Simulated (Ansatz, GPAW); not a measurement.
# Work function of S/V(110) at several levels, part 2 of 2

Wanted: work functions and dipole of S/V(110), with the cost of each level.

GPAW 26.7.0 and Ansatz 0.2.0; GPAW, PAW setups; slab in vacuum (the session's first sound run).

So far, upper work function (eV): step 2 (relaxing the atoms, PBE, GPAW) 4.39; step 5 (self-consistent run: xc = "revPBE") 4.29; step 6 (self-consistent run: xc = "vdW-DF2", GPAW, PAW setups, GPAW) 4.77; step 7 (real-space grid: mode = "fd", PBE, GPAW) 4.39; step 8 (atomic orbitals: mode = "lcao", PBE, GPAW) 4.36.

### Step 10. A second plane-wave code

A second program with its own datasets checks the number independently.

This step: Ansatz plane waves; slab in vacuum with a dipole correction (Ansatz 0.2.0).

File input.yaml:

```yaml
crystal:
  lattice:
    - [2.1354624792, -1.51, 0.0]
    - [2.1354624792, 1.51, 0.0]
    - [0.0, 0.0, 26.6555163801]
  atoms:
    - { symbol: V, position: [0.0, 0.0, 0.3376411798] }
    - { symbol: V, position: [0.4999994195, 0.4999994195, 0.4177544281] }
    - { symbol: V, position: [0.0, 0.0, 0.4951887701] }
    - { symbol: V, position: [0.4999994195, 0.4999994195, 0.5746884165] }
    - { symbol: S, position: [0.0, 0.0, 0.640078792] }
kpoints:
  mp_grid: { grid: [13, 13, 1] }
hamiltonian:
  xc: pbe
scf:
  occupations: { method: fermi_dirac, width: 0.1 }
efield:
  axis: 3
  dipole_correction: true
  ramp_width: 0.05
output:
  forces: true
  write_potential: true
  write_density: true
  volumetric_format: npy
  elf: true
```

Command:

```bash
ansatz run input.yaml --threads 4 --pin off --max-ram 8192MiB --backend cpu --events-out ev --progress --plain --runs-dir out
```

Wall time 5.4 s (4 threads of Intel Xeon 6975P-C (Granite Rapids), shared host); peak memory 0.59 GiB.

This step gave:

* free energy: -12551.2689 eV
* smearing term TS: 0.1837 eV
* symmetry operations: 4
* upper work function: 4.381 eV
* lower work function: 4.789 eV
* dipole along the normal: 0.01453 e·Å
* dipole field: 0.01529 V/Å
* vacuum level above: 7.870 eV
* vacuum level below: 8.278 eV

The electrostatic potential energy of an electron (with the applied field's), less the Fermi level, planar mean oscillates, so the rows of the table below give means over windows of 2.07 Å about each position, cut where the curve ends. Its maxima inside the range that stand out by 2 % of the span (Å: eV): 10.1: -1.03, 12.1: -1.56, 14.2: -1.28, 16.3: -5.79. Its minima: 9.0: -12.9, 11.1: -12.8, 13.2: -12.8, 15.4: -13.6, 17.0: -13.4.

The electrostatic potential energy of an electron (with the applied field's), less the Fermi level, planar mean by z; means over each step:

| z (Å) | electrostatic potential energy of an electron (with the applied field's), less the Fermi level, planar mean (eV) |
| --- | --- |
| 1.03 | 4.78 |
| 3.10 | 4.79 |
| 5.17 | 4.77 |
| 7.24 | 2.63 |
| 9.31 | -8.02 |
| 11.38 | -8.03 |
| 13.45 | -7.95 |
| 15.52 | -9.78 |
| 17.59 | -5.60 |
| 19.66 | 4.31 |
| 21.73 | 4.38 |
| 23.80 | 4.38 |
| 25.87 | 4.44 |

Valence density, planar mean against z:

z (Å), valence density, planar mean (e/Å³) and a bar:
```
      5.0       0.00 
      5.5       0.00 
      6.0       0.00 
      6.5       0.01 
      7.0       0.02 
      7.5       0.05 #
      8.0       0.13 ##
      8.5       0.79 ############
      9.0       2.04 ##############################
      9.5       0.82 ############
     10.0       0.28 ####
     10.5       0.52 ########
     11.0       1.89 ############################
     11.5       1.24 ##################
     12.0       0.32 #####
     12.5       0.45 #######
     13.0       1.75 ##########################
     13.5       1.45 #####################
     14.0       0.35 #####
     14.5       0.33 #####
     15.0       1.39 ####################
     15.5       1.80 ##########################
     16.0       0.52 ########
     16.5       0.54 ########
     17.0       0.56 ########
     17.5       0.49 #######
     18.0       0.19 ###
     18.5       0.04 #
     19.0       0.01 
     19.5       0.00 
     20.0       0.00 
     20.5       0.00
```

Force by atom:

| atom | x (eV/Å) | y (eV/Å) | z (eV/Å) | size |
| --- | --- | --- | --- | --- |
| V1 | 0.000 | 0.000 | 0.480 | 0.480 |
| V2 | 0.000 | 0.000 | -0.419 | 0.419 |
| V3 | 0.000 | 0.000 | -0.021 | 0.021 |
| V4 | 0.000 | 0.000 | 0.066 | 0.066 |
| S5 | 0.000 | 0.000 | -0.106 | 0.106 |

ELF in the ca plane at fractional y = 1.000, with atoms of V and S within 0.2 Å of it. It is the smooth field of the valence electrons, not physical close to the nuclei.

Values, 5 rows by 16 columns, each cell a mean:
```
0.55 0.48 0.41 0.40 0.41 0.60 0.35 0.36 0.64 0.70 0.70 0.09 0.00 0.00 0.00 0.00
0.24 0.27 0.37 0.36 0.29 0.25 0.41 0.26 0.60 0.66 0.29 0.02 0.00 0.00 0.00 0.00
0.24 0.33 0.36 0.36 0.38 0.25 0.48 0.24 0.38 0.37 0.10 0.01 0.00 0.00 0.00 0.00
0.33 0.31 0.38 0.37 0.29 0.36 0.37 0.29 0.69 0.78 0.47 0.04 0.00 0.00 0.00 0.00
0.61 0.53 0.43 0.41 0.46 0.65 0.36 0.39 0.56 0.62 0.75 0.11 0.00 0.00 0.00 0.00
```
Columns run along c (16.0 Å, from fractional 0.31 to 0.91 of the cell), rows up along a (2.6 Å). Atoms in or near the plane, at fractional coordinates: V at (0.34, 0.00), V at (0.50, 0.00), S at (0.64, 0.00).

Electrostatic potential energy in the ca plane at fractional y = 1.000, with atoms of V and S within 0.2 Å of it. With pseudopotentials it is smooth inside the atoms' cores, unlike the true potential.

Ten even steps from '0' (-29 eV) to '9' (8 eV), each cell a mean:
```
20101789898611103888885000079999999999999999
51014888888730016888887200489999999999999999
75457888888875468888888755799999999999999999
88788988888988789988788888899999999999999999
87678988888887678988788877899999999999999999
63126888888852137888887422589999999999999999
30002788888610004888886000179999999999999999
10211689998501203888884000069999999999999999
```
Columns run along c (16.0 Å, from fractional 0.31 to 0.91 of the cell; values clipped at the 3rd and 97th percentile), rows up along a (2.6 Å). Atoms in or near the plane, at fractional coordinates: V at (0.34, 0.00), V at (0.50, 0.00), S at (0.64, 0.00).

Valence density in the ca plane at fractional y = 1.000, with atoms of V and S within 0.2 Å of it. It is the smooth field of the valence electrons, not physical close to the nuclei.

Ten steps, logarithmic in the rise over the least value, from '0' (0 e/Å³) to '9' (15 e/Å³), each cell a mean:
```
48985222222268974222223434431000000000000000
36763222222246752222223444321000000000000000
13332222222223322222222333210000000000000000
12222222222222222222222222110000000000000000
12222222222222222222222232210000000000000000
24553222222235542222223344321000000000000000
47875222222258873222223444431000000000000000
58996222222369984222224423431000000000000000
```
Columns run along c (16.0 Å, from fractional 0.31 to 0.91 of the cell), rows up along a (2.6 Å). Atoms in or near the plane, at fractional coordinates: V at (0.34, 0.00), V at (0.50, 0.00), S at (0.64, 0.00).

The upper face's work function is 4.381 eV, against 4.388 eV in the first plane-wave PBE run at this geometry.

### Step 11. Side by side

Results and costs are gathered.

This step: comparison of work functions, dipole and cost (GPAW 26.7.0).

Ladder, by row:

| step | code | work function, upper (eV) | work function, lower (eV) | dipole (e Å) | wall time (s) | peak memory (GiB) | threads |
| --- | --- | --- | --- | --- | --- | --- | --- |
| pw | GPAW | 4.388 | 4.781 | 0.01405 | 160.6 | 0.32 | 1 |
| RPBE | GPAW | 4.284 | 4.661 | 0.01346 | 157.6 | 0.31 | 1 |
| revPBE | GPAW | 4.285 | 4.676 | 0.01396 | 145.6 | 0.31 | 1 |
| vdW-DF2 | GPAW | 4.771 | 4.977 | 0.007389 | 172.3 | 0.45 | 1 |
| fd | GPAW | 4.389 | 4.78 | 0.01394 | 659 | 1.16 | 1 |
| lcao | GPAW | 4.365 | 4.762 | 0.01414 | 2411 | 0.42 | 1 |
| ansatz | Ansatz | 4.381 | 4.789 | 0.01453 | 5.44 | 0.593 | 4 |

### Step 12. Outcome

* work function, upper and lower face: 4.388 and 4.781 eV
* dipole along the normal: 0.0141 e Å

What this shows: With plane waves and PBE the work function is 4.39 eV on the upper face and 4.78 eV on the lower. The two faces differ by 0.39 eV, the step that the slab's dipole makes (e p/(ε0 A) gives 0.39 eV), so the dipole layer is needed. Over the sound runs of the table the upper face's work function spans 4.284 (RPBE) to 4.771 eV (vdW-DF2). The two plane-wave codes differ by 0.0071 eV on the upper face. The cell of 6.45 Å² holds one S, started on one chosen site; other sites and coverages weren't tried. The runs had no spin polarisation, so a magnetic state, which thin layers of d-metal atoms can have, wasn't tested. The in-plane lattice was kept as typed, which isn't the functional's own and leaves some strain; spin-orbit coupling and temperature are left out.

[Logs are printed without paths, hosts, clocks, repeated set-up lines and the standing remarks that a program may print on its own settings, such as how far it seeks lower states.]

[Hosts, paths, dates, database ids (printed as entryN), source tags and the programs' standing remarks are cut or masked in the printed files.]
